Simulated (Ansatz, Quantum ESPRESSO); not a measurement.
# 1T-SnSe2, 1 layer: the gap along the path at a withheld member of a series

How the rows were computed: Quantum ESPRESSO 7.5, PBE, GBRV ultrasoft. Cell and atoms are first relaxed; each strained cell is then held and the atoms relax in it. A periodic run with 15 Å of vacuum in the starting cell gives the vacuum levels, and bands follow along a path. The bands are repeated with spin-orbit coupling and fully relativistic files. The series steps biaxial strain.

```
biaxial strain  gap along the path (eV)
          -4 %                    0.543
          -3 %                    0.606
          -2 %                    0.662
          -1 %                    0.709
           0 %                    0.751
           1 %                    0.791
           3 %                    0.858
           4 %                    0.884
```

One more run was made and is withheld. What is the gap along the path at 2 %?

By hand: The rows at 1 % and 3 % give a slope of (0.858 − (0.791))/(3 − (1)) = 0.0335, so a straight line gives 0.825 eV. A parabola through these and the row at 0 % gives 0.827 eV.

**The withheld run.** 0.827 eV. The line misses by −0.002 and the parabola by 0.000 eV. The parabola does better.

Caveats: Semilocal gaps are too small; the 1×1 cell can't ripple over many cells under compression as a free sheet would. These values are without spin-orbit coupling.

[Logs are printed without paths, hosts, clocks, repeated set-up lines and the standing remarks that a program may print on its own settings, such as how far it seeks lower states.]
